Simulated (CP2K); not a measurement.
Two runs for the O K edge of vinylketene. Run A: CP2K XAS_TDP, all-electron GAPW, PBEh(45%), aug-cc-pVDZ, TDA, no relativity. Run B differs in one setting.

First lines with a strength over 0.0015. A:

```
            atom  energy (eV)  states  strength, one atom
O5 (bonded to C)       528.23       1              0.0425
                       531.53       1              0.0246
                       533.04       1              0.0021
                       534.91       1              0.0031
                       535.19       1              0.0051
```

B:

```
            atom  energy (eV)  states  strength, one atom
O5 (bonded to C)       530.51       1              0.0419
                       534.25       1              0.0252
                       535.52       1              0.0022
                       536.88       1              0.0018
                       537.57       1              0.0029
```

Q: Which was it: the basis, GW2X switched on, the functional, scalar relativity switched on?

The functional (functional from PBEh(45%) to BHandHLYP; the lines alone don't name the new value). A functional moves all lines by electronvolts and changes their spacings and strengths. Against PBEh(45%) in aug-cc-pVDZ, the leading line moves by +2.28 eV, to 530.51 eV. The next line of O5 over the strength cut lies 3.74 eV higher, against 3.30.

[Banner, clock and machine lines of the logs are left out without a mark of their own.]

[Logs are printed without paths, hosts, clocks, repeated set-up lines and the standing remarks that a program may print on its own settings, such as how far it seeks lower states.]

[Hosts, paths, dates, database ids (printed as entryN), source tags and the programs' standing remarks are cut or masked in the printed files.]
